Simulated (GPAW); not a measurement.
**ZnS (P6_3mc): refractive index against wavelength**

The refractive index of ZnS (P6_3mc) along x below the direct gap (2.24 eV on the mesh) is read from one computed spectrum, n = √(Re ε). x, y and z are the Cartesian axes of the input cell.

It takes space group P6_3mc (No. 186, hexagonal). The conventional cell has a = 3.811 Å, b = 3.811 Å, c = 6.234 Å, α = 90.00°, β = 90.00°, γ = 120.00°. Around Zn on site b lie 4 S at 2.31 to 2.40 Å. S on site b has 4 Zn at 2.31 to 2.40 Å as nearest neighbours.

Method: GPAW 26.7.0, PBE, RPA, k-mesh 12×12×6, local fields up to 70 eV, Lorentzian half width 0.12 eV.

Launch of the response step: `OMP_NUM_THREADS=1 python df.py`. The run took 10.0 min, its band step included, on 1 thread of Arm Neoverse V1 (shared host).

```tsv
wavelength (nm)	photon energy E (eV)	n
3000	0.413	2.3487
2000	0.620	2.3555
1550	0.800	?
1310	0.946	2.3725
1064	1.165	2.3887
850	1.459	2.4181
```

In the single-oscillator model n² − 1 = E₀E_d/(E₀² − E²), so 1/(n² − 1) = E₀/E_d − E²/(E₀E_d) is linear in E².

Working, on the rows shown:

| x = E² (eV²) | y = 1/(n² − 1) |
| --- | --- |
| 0.170801 | 0.221416 |
| 0.384302 | 0.219858 |
| 0.895757 | 0.216041 |
| 1.35784 | 0.2125 |
| 2.12762 | 0.206304 |

Means: x̄ = 0.98727, ȳ = 0.21522. Σ(x − x̄)(y − ȳ) = -0.01911, Σ(x − x̄)² = 2.476. Slope = -0.01911 / 2.476 = -0.007715; intercept = ȳ − slope · x̄ = 0.22284. Turned back into n, the line misses the rows shown by at most 0.00063.

**Question.** Predict the last column of the withheld row from the fit.

**Answer.** At x = 0.63984 the line gives y = 0.2179, that is 2.3641. The run gave 2.3639, so the interpolation is off by 0.00024, 0.3 % of the range in the table.

Refitted with all rows, the slope is -0.007722 and the intercept 0.22286. These give E₀ = √(intercept/−slope) = 5.37 eV and E_d = E₀/intercept = 24.1 eV; E₀ is 2.4 times the direct gap. The electronic limit at long wavelengths, without lattice vibrations, is n = √(1 + 1/intercept) = 2.342. The cell comes from an older database entry, whose edges can be off by a per cent or so. Excitons are left out; PBE gaps are as a rule too small. The values come from a sum over the points of one k-mesh and carry its error, which grows as the direct gap shrinks.

[Logs are printed without paths, hosts, clocks, repeated set-up lines and the standing remarks that a program may print on its own settings, such as how far it seeks lower states.]
